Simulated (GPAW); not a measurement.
# A 8-layer slab of Ca(100): simulated STM images

Aim: Tersoff-Hamann images of a 8-layer slab of Ca(100) at several biases.

Method: GPAW, PAW setups; slab in vacuum, relaxation, in the first sound run; inputs show where later runs differ, in GPAW 26.7.0.

### Step 1. Starting point

The cell holds 8 atoms: 8 Ca. Its edges and angles: a = 3.946 Å, b = 3.946 Å, c = 33.530 Å, α = 90.0°, β = 90.0°, γ = 90.0°. Vacuum lies along c.

Structure file:

```cif
data_structure
_symmetry_space_group_name_H-M 'P 1'
_symmetry_Int_Tables_number 1
_cell_length_a 3.9457
_cell_length_b 3.9457
_cell_length_c 33.5300
_cell_angle_alpha 90.000
_cell_angle_beta 90.000
_cell_angle_gamma 90.000
_cell_volume 522.00
loop_
_atom_site_label
_atom_site_type_symbol
_atom_site_fract_x
_atom_site_fract_y
_atom_site_fract_z
_atom_site_occupancy
Ca1 Ca 0.50000 0.50000 0.20877 1
Ca2 Ca 0.00000 0.00000 0.29198 1
Ca3 Ca 0.50000 0.50000 0.37519 1
Ca4 Ca 0.00000 0.00000 0.45840 1
Ca5 Ca 0.50000 0.50000 0.54160 1
Ca6 Ca 0.00000 0.00000 0.62481 1
Ca7 Ca 0.50000 0.50000 0.70802 1
Ca8 Ca 0.00000 0.00000 0.79123 1
```

### Step 2. Relaxing the atoms

Forces are removed first; all later runs use this geometry. The lowest 4 atoms are held at bulk positions and keep their forces.

Input file run.py:

```python
import json
import numpy as np
from ase import Atoms
from ase.constraints import FixAtoms
from ase.optimize import BFGS
from gpaw import GPAW, PW

slab = Atoms(
    ['Ca', 'Ca', 'Ca', 'Ca', 'Ca', 'Ca', 'Ca', 'Ca'],
    positions=[
        [1.97283, 1.97283, 7.00000],
        [0.00000, 0.00000, 9.79000],
        [1.97283, 1.97283, 12.58000],
        [0.00000, 0.00000, 15.37000],
        [1.97283, 1.97283, 18.16000],
        [0.00000, 0.00000, 20.95000],
        [1.97283, 1.97283, 23.74000],
        [0.00000, 0.00000, 26.53000]],
    cell=[[3.94566, 0.0, 0.0], [0.0, 3.94566, 0.0], [0.0, 0.0, 33.53]],
    pbc=[True, True, False])

slab.calc = GPAW(mode=PW(400), xc='PBE', kpts={'size': (8, 8, 1), 'gamma': True},
                 occupations={'name': 'fermi-dirac', 'width': 0.1}, nbands='160%',
                 convergence={'density': 1e-05}, maxiter=200,
                 poissonsolver={'dipolelayer': 'xy'},
                 symmetry={'tolerance': 1e-3, 'extra_ids': [1, 1, 1, 1, 0, 0, 0, 0]}, txt='slab.txt')
result = {}
slab.set_constraint(FixAtoms([0, 1, 2, 3]))
path = []
opt = BFGS(slab, maxstep=0.2)
opt.attach(lambda: path.append((slab.get_potential_energy(), slab.positions.tolist(), slab.get_forces().tolist())))
result['relaxed'] = bool(opt.run(fmax=0.03, steps=40))
result['path'] = path
energy = slab.get_potential_energy()
fermi = slab.calc.get_fermi_level()
v = slab.calc.get_electrostatic_potential().mean((0, 1)) - fermi
n = slab.calc.get_pseudo_density().mean((0, 1))
L = slab.cell[2, 2]
z = np.arange(len(v)) * L / len(v)
low, high = slab.positions[:, 2].min(), slab.positions[:, 2].max()
below, above = np.interp([low - 4.8, high + 4.8], z, v)
slopes = [np.interp(x, z, np.gradient(v, z)) for x in (low - 4.8, high + 4.8)]
eps = np.array([[slab.calc.get_eigenvalues(k, s) for k in range(len(slab.calc.get_ibz_k_points()))]
                for s in range(slab.calc.get_number_of_spins())]) - fermi
top, bottom = eps[eps < 0].max(), eps[eps > 0].min()
dipole = slab.get_dipole_moment()[2]
print(f'energy {energy:.4f} eV, Fermi level {fermi:.4f} eV, dipole {dipole:.5f} e A')
print(f'potential 4.8 A off the faces, from the Fermi level: lower {below:.4f} eV, upper {above:.4f} eV')
print(f'slope of the potential there: lower {slopes[0]:.5f}, upper {slopes[1]:.5f} eV/A')
print(f'nearest levels on the mesh: {top:.4f} and {bottom:.4f} eV')
print('magnetic moment', round(slab.get_magnetic_moment(), 3))
result.update(energy=energy, fermi=fermi, dipole=dipole, below=below, above=above, slopes=slopes, edges=[top, bottom],
              z=z.tolist(), v=v.tolist(), n=n.tolist(), positions=slab.positions.tolist(),
              forces=slab.get_forces(apply_constraint=False).tolist(), moments=slab.get_magnetic_moments().tolist())
json.dump(result, open('result.json', 'w'))
```

The run is started by

```
OMP_NUM_THREADS=1 OPENBLAS_NUM_THREADS=1 python run.py
```

What it wrote:

```text
Step          Energy          fmax
BFGS:    0      -15.355062        0.121475
BFGS:    1      -15.355350        0.118983
BFGS:    2      -15.360189        0.055583
BFGS:    3      -15.360262        0.047856
BFGS:    4      -15.360487        0.035747
BFGS:    5      -15.360943        0.043738
BFGS:    6      -15.361520        0.041713
BFGS:    7      -15.361973        0.038895
BFGS:    8      -15.362152        0.043564
BFGS:    9      -15.362209        0.040513
BFGS:   10      -15.362342        0.033391
BFGS:   11      -15.362571        0.039152
BFGS:   12      -15.362973        0.044082
BFGS:   13      -15.363361        0.034016
BFGS:   14      -15.363541        0.040737
BFGS:   15      -15.363599        0.039806
BFGS:   16      -15.363652        0.036425
BFGS:   17      -15.363784        0.031747
BFGS:   18      -15.364118        0.032732
BFGS:   19      -15.364767        0.040254
BFGS:   20      -15.365793        0.047209
BFGS:   21      -15.366646        0.032646
BFGS:   22      -15.366963        0.008943
energy -15.2044 eV, Fermi level 1.2558 eV, dipole 0.00122 e A
potential 4.8 A off the faces, from the Fermi level: lower 2.7870 eV, upper 2.7726 eV
slope of the potential there: lower -0.00579, upper 0.00581 eV/A
nearest levels on the mesh: -0.0117 and 0.0110 eV
magnetic moment 0.0
```

Wall time 62 min (1 thread of Intel Xeon Platinum 8488C (Sapphire Rapids), shared host); peak memory 0.44 GiB.

Step by step (22 of 23):

```
step  energy less that of the first step (eV)  largest force (eV/Å)
   1                                   0.0000                0.1215
   2                                  -0.0003                0.1190
   3                                  -0.0050                0.0556
   4                                  -0.0051                0.0479
   5                                  -0.0053                0.0357
   6                                  -0.0059                0.0437
   7                                  -0.0066                0.0417
   8                                  -0.0071                0.0389
   9                                  -0.0073                0.0436
  10                                  -0.0073                0.0405
  11                                  -0.0074                0.0334
  13                                  -0.0080                0.0441
  14                                  -0.0084                0.0340
  15                                  -0.0087                0.0407
  16                                  -0.0088                0.0398
  17                                  -0.0088                0.0364
  18                                  -0.0090                0.0317
  19                                  -0.0094                0.0327
  20                                  -0.0103                0.0403
  21                                  -0.0116                0.0472
  22                                  -0.0126                0.0326
  23                                  -0.0129                0.0089
```

The atoms that moved most (Å):

```
atom     dx     dy      dz  length
 Ca8  0.000  0.000  -0.308   0.308
 Ca7  0.000  0.000  -0.185   0.185
 Ca6  0.000  0.000  -0.116   0.116
 Ca5  0.000  0.000  -0.060   0.060
```

Final coordinates:

```xyz
8
Lattice="3.9457 0.0000 0.0000 0.0000 3.9457 0.0000 0.0000 0.0000 33.5300" Properties=species:S:1:pos:R:3
Ca    1.9728    1.9728    7.0000
Ca    0.0000    0.0000    9.7900
Ca    1.9728    1.9728   12.5800
Ca    0.0000    0.0000   15.3700
Ca    1.9728    1.9728   18.1001
Ca    0.0000    0.0000   20.8344
Ca    1.9728    1.9728   23.5549
Ca    0.0000    0.0000   26.2225
```

This step gave:

```
dipole along the normal                    : 0.001223 e·Å
levels nearest the Fermi level on the mesh : -0.01173, 0.01100 eV from the Fermi level
upper work function                        : 2.773 eV
lower work function                        : 2.787 eV
```

The electrostatic potential energy of an electron (without an applied field's), less the Fermi level, planar mean oscillates, so the rows of the table below give means over windows of 2.72 Å about each position, cut where the curve ends. Its maxima inside the range that stand out by 2 % of the span (Å: eV): 8.4: 0.806, 11.2: 0.743, 13.9: 0.731, 16.8: 0.592, 19.5: 0.589, 22.2: 0.556, 24.8: 0.470. Its minima: 7.0: -9.92, 9.7: -9.52, 12.7: -9.30, 15.4: -9.57, 18.1: -9.57, 20.7: -9.33, 23.6: -9.51, 26.2: -9.87.

The electrostatic potential energy of an electron (without an applied field's), less the Fermi level, planar mean by z; means over each step:

```
z (Å)  electrostatic potential energy of an electron (without an applied field's), less the Fermi level, planar mean (eV)
 1.36                                                                                                                2.79
 4.08                                                                                                                2.52
 6.80                                                                                                               -3.44
 9.52                                                                                                               -3.22
12.24                                                                                                               -3.24
14.96                                                                                                               -3.25
17.68                                                                                                               -3.29
20.40                                                                                                               -3.28
23.12                                                                                                               -3.28
25.84                                                                                                               -3.53
28.56                                                                                                                2.06
31.28                                                                                                                2.77
```

The pseudo valence density, planar mean oscillates, so the rows of the table below give means over windows of 2.72 Å about each position, cut where the curve ends. Its maxima inside the range that stand out by 2 % of the span (Å: e/Å³): 6.9: 0.594, 9.8: 0.603, 12.6: 0.613, 15.3: 0.600, 18.0: 0.598, 20.7: 0.594, 23.5: 0.596, 26.2: 0.612. Its minima: 8.4: 0.0555, 11.1: 0.0539, 14.0: 0.0538, 16.8: 0.0558, 19.5: 0.0553, 22.2: 0.0555, 24.9: 0.0602.

Pseudo valence density, planar mean against z; means over each step:

```
z (Å)  pseudo valence density, planar mean (e/Å³)
 1.36                                      3.3e-5
 4.08                                     0.00432
 6.80                                       0.227
 9.52                                       0.235
12.24                                       0.234
14.96                                       0.235
17.68                                       0.236
20.40                                       0.236
23.12                                       0.236
25.84                                       0.235
28.56                                      0.0110
31.28                                      1.0e-4
```

The relaxation lowered the energy of the cell by 0.0129 eV (energies extrapolated to zero smearing; the optimiser's log prints free energies). The largest force left on a free atom is 0.0089 eV/Å.

### Step 3. The slab's potential

The work function is the vacuum plateau of the electrostatic potential less the Fermi level; a dipole layer lets the two faces have plateaus of their own.

This step: GPAW, PAW setups; slab in vacuum (GPAW 26.7.0).

run.py, as its differences from that of step 2:

```diff
@@ -3,4 +3,3 @@
 from ase import Atoms
-from ase.constraints import FixAtoms
-from ase.optimize import BFGS
+from ase.dft.stm import STM
 from gpaw import GPAW, PW
@@ -14,6 +13,6 @@
         [0.00000, 0.00000, 15.37000],
-        [1.97283, 1.97283, 18.16000],
-        [0.00000, 0.00000, 20.95000],
-        [1.97283, 1.97283, 23.74000],
-        [0.00000, 0.00000, 26.53000]],
+        [1.97283, 1.97283, 18.10011],
+        [0.00000, 0.00000, 20.83442],
+        [1.97283, 1.97283, 23.55487],
+        [0.00000, -0.00000, 26.22248]],
     cell=[[3.94566, 0.0, 0.0], [0.0, 3.94566, 0.0], [0.0, 0.0, 33.53]],
@@ -25,10 +24,4 @@
                  poissonsolver={'dipolelayer': 'xy'},
-                 symmetry={'tolerance': 1e-3, 'extra_ids': [1, 1, 1, 1, 0, 0, 0, 0]}, txt='slab.txt')
+                 symmetry={'tolerance': 1e-3}, txt='slab.txt')
 result = {}
-slab.set_constraint(FixAtoms([0, 1, 2, 3]))
-path = []
-opt = BFGS(slab, maxstep=0.2)
-opt.attach(lambda: path.append((slab.get_potential_energy(), slab.positions.tolist(), slab.get_forces().tolist())))
-result['relaxed'] = bool(opt.run(fmax=0.03, steps=40))
-result['path'] = path
 energy = slab.get_potential_energy()
@@ -54,2 +47,16 @@
               forces=slab.get_forces(apply_constraint=False).tolist(), moments=slab.get_magnetic_moments().tolist())
+
+# Images need the states of the whole zone, up to time reversal
+slab.calc = slab.calc.fixed_density(symmetry={'point_group': False}, txt='states.txt',
+                                    convergence={'bands': 'CBM+1.3'})
+stm = STM(slab)
+result['stm'] = []
+for bias in [-1.0, 1.0]:
+    height = high + 4.0
+    current = stm.get_averaged_current(bias, height)
+    x, y, h = stm.scan(bias, current)
+    i, f = divmod(height / L * stm.ldos.shape[2], 1)
+    I = abs((1 - f) * stm.ldos[:, :, int(i)] + f * stm.ldos[:, :, int(i) + 1])
+    print(f'bias {bias} V: mean current at 4.0 A {current:.4e}, corrugation {np.ptp(h):.4f} A')
+    result['stm'].append(dict(bias=bias, current=current, h=(h - high).tolist(), I=I.tolist()))
 json.dump(result, open('result.json', 'w'))
```

What it wrote:

```text
energy -15.2044 eV, Fermi level 1.2558 eV, dipole 0.00126 e A
potential 4.8 A off the faces, from the Fermi level: lower 2.7872 eV, upper 2.7724 eV
slope of the potential there: lower -0.00579, upper 0.00581 eV/A
nearest levels on the mesh: -0.0117 and 0.0110 eV
magnetic moment 0.0
bias -1.0 V: mean current at 4.0 A 9.8678e-05, corrugation 0.0062 A
bias 1.0 V: mean current at 4.0 A 8.1482e-04, corrugation 0.0064 A
```

Elapsed: 14 min, on 1 thread; peak memory 0.89 GiB.

This step gave:

```yaml
dipole_along_the_normal: 0.001264 e·Å
levels_nearest_the_fermi_level_on_the_mesh: -0.01173, 0.01101 eV from the Fermi level
upper_work_function: 2.772 eV
corrugation_minus_1: 0.006221 Å
corrugation_1: 0.006375 Å
```

The electrostatic potential energy of an electron (without an applied field's), less the Fermi level, planar mean oscillates, so the rows of the table below give means over windows of 2.72 Å about each position, cut where the curve ends. Its maxima inside the range that stand out by 2 % of the span (Å: eV): 8.4: 0.807, 11.2: 0.743, 13.9: 0.731, 16.8: 0.592, 19.5: 0.589, 22.2: 0.555, 24.8: 0.470. Its minima: 7.0: -9.92, 9.7: -9.52, 12.7: -9.30, 15.4: -9.57, 18.1: -9.57, 20.7: -9.33, 23.6: -9.51, 26.2: -9.87.

Table of electrostatic potential energy of an electron (without an applied field's), less the Fermi level, planar mean by z; means over each step:

z (Å), electrostatic potential energy of an electron (without an applied field's), less the Fermi level, planar mean (eV) and a bar from the least value:
```
     1.36       2.79 ##############################
     4.08       2.52 #############################
     6.80      -3.44 
     9.52      -3.22 #
    12.24      -3.24 #
    14.96      -3.25 #
    17.68      -3.29 #
    20.40      -3.28 #
    23.12      -3.28 #
    25.84      -3.53 
    28.56       2.06 ###########################
    31.28       2.77 ##############################
```

The pseudo valence density, planar mean oscillates, so the rows of the table below give means over windows of 2.72 Å about each position, cut where the curve ends. Its maxima inside the range that stand out by 2 % of the span (Å: e/Å³): 6.9: 0.594, 9.8: 0.603, 12.6: 0.613, 15.3: 0.600, 18.0: 0.598, 20.7: 0.594, 23.5: 0.596, 26.2: 0.612. Its minima: 8.4: 0.0555, 11.1: 0.0539, 14.0: 0.0538, 16.8: 0.0558, 19.5: 0.0553, 22.2: 0.0555, 24.9: 0.0602.

Table of pseudo valence density, planar mean by z; means over each step:

z (Å), pseudo valence density, planar mean (e/Å³) and a bar:
```
     1.36      0.000 
     4.08      0.004 #
     6.80      0.227 #############################
     9.52      0.235 ##############################
    12.24      0.234 ##############################
    14.96      0.235 ##############################
    17.68      0.236 ##############################
    20.40      0.236 ##############################
    23.12      0.236 ##############################
    25.84      0.235 ##############################
    28.56      0.011 #
    31.28      0.000
```

The tip height over the top atom is 4.00 Å all over the map of a1 and a2.

Local density of states summed over the bias window over a1 and a2. Sample bias -1 V, constant height 4.0 Å over the top atom.

Ten even steps from '_' (9.80 × 1e-5 arbitrary) to '@' (9.90 × 1e-5 arbitrary):
```
__..::::--++##@@%%##**##%%@@##++--::::..
..::--==++**@@@@%%##**##%%@@@@**++==--::
..::====++**%%@@%%******%%@@%%**++====::
::--++++++++##%%%%##**##%%%%##++++++++--
==++****++++**%%%%##**##%%%%**++++****++
**##@@%%##**##%%%%******%%%%##**##%%@@##
%%@@@@@@%%%%%%%%##**++**##%%%%%%%%@@@@@@
%%%%%%%%%%%%%%##**********##%%%%%%%%%%%%
######**####******##%%##******####**####
**************++**%%@@%%**++************
######**####******##%%##******####**####
%%%%%%%%%%%%%%##**********##%%%%%%%%%%%%
%%@@@@@@%%%%%%%%##**++**##%%%%%%%%@@@@@@
**##@@%%##**##%%%%******%%%%##**##%%@@##
==++****++++**%%%%##**##%%%%**++++****++
::--++++++++##%%%%##**##%%%%##++++++++--
..::====++**%%@@%%******%%@@%%**++====::
..::--==++**@@@@%%##**##%%@@@@**++==--::
__..::::--++##@@%%##**##%%@@##++--::::..
____....::==**%%%%##**##%%%%**==::....__
```
Columns: a1 from 0 to 0.95; rows upwards: a2 from 0 to 0.95.

The tip height over the top atom is 4.00 Å all over the map of a1 and a2.

Local density of states summed over the bias window over a1 and a2. Sample bias 1 V, constant height 4.0 Å over the top atom.

Ten even steps from '0' (8.11 × 1e-4 arbitrary) to '9' (8.18 × 1e-4 arbitrary):
```
00013689999999863100
00013689988899863100
11124678877788764211
33344467655567644433
66664466543456644666
88876666421246666788
99987665210125667899
99986542111112456899
99875421133311245789
99875310134310135789
99875421133311245789
99986542111112456899
99987665210125667899
88876666421246666788
66664466543456644666
33344467655567644433
11124678877788764211
00013689988899863100
00013689999999863100
00013689999999863100
```
Columns: a1 from 0 to 0.95; rows upwards: a2 from 0 to 0.95.

Force by atom:

```
atom  x (eV/Å)  y (eV/Å)  z (eV/Å)   size
 Ca1     0.000     0.000     0.121  0.121
 Ca2     0.000     0.000    -0.074  0.074
 Ca3     0.000     0.000    -0.002  0.002
 Ca4     0.000     0.000    -0.048  0.048
 Ca5     0.000     0.000     0.005  0.005
 Ca6     0.000     0.000    -0.005  0.005
 Ca7     0.000     0.000     0.009  0.009
 Ca8     0.000     0.000    -0.005  0.005
```

The potential is flat to 0.006 eV/Å where it is read, so the vacuum is wide enough.

### Step 4. Outcome

- work function, upper and lower face: 2.772 and 2.787 eV
- dipole along the normal: 0.00126 e Å
- corrugation at -1 V: 0.00622 Å
- corrugation at 1 V: 0.00638 Å

**Reading.** In GPAW's constant-current maps the tip height varies by under 0.05 Å at every bias shown (0.0064 Å at most), which is near the numerical ripple of the maps: an s-wave tip would see an almost flat surface. Negative sample bias images filled states, positive bias empty ones. The measured value for polycrystalline Ca, which weights the faces of low work function, is 2.87 eV (as compiled in "Anisotropic work function of elemental crystals", 2019, arxiv:1902.07811); the relaxed upper face lies 0.098 eV under it with PBE. Measured work functions scatter by a tenth of an eV or more between methods. The images are of Tersoff-Hamann type: an s-wave tip, no tip-sample forces, heights closer than in a microscope. The small printed dipole stands for a step of -15 meV from the lower to the upper face, and the probes find -15 meV; values this small are near the numerical noise of both. The in-plane lattice was kept as typed, which isn't the functional's own and leaves some strain; spin-orbit coupling and temperature are left out.

[Logs are printed without paths, hosts, clocks, repeated set-up lines and the standing remarks that a program may print on its own settings, such as how far it seeks lower states.]

[Hosts, paths, dates, database ids (printed as entryN), source tags and the programs' standing remarks are cut or masked in the printed files.]
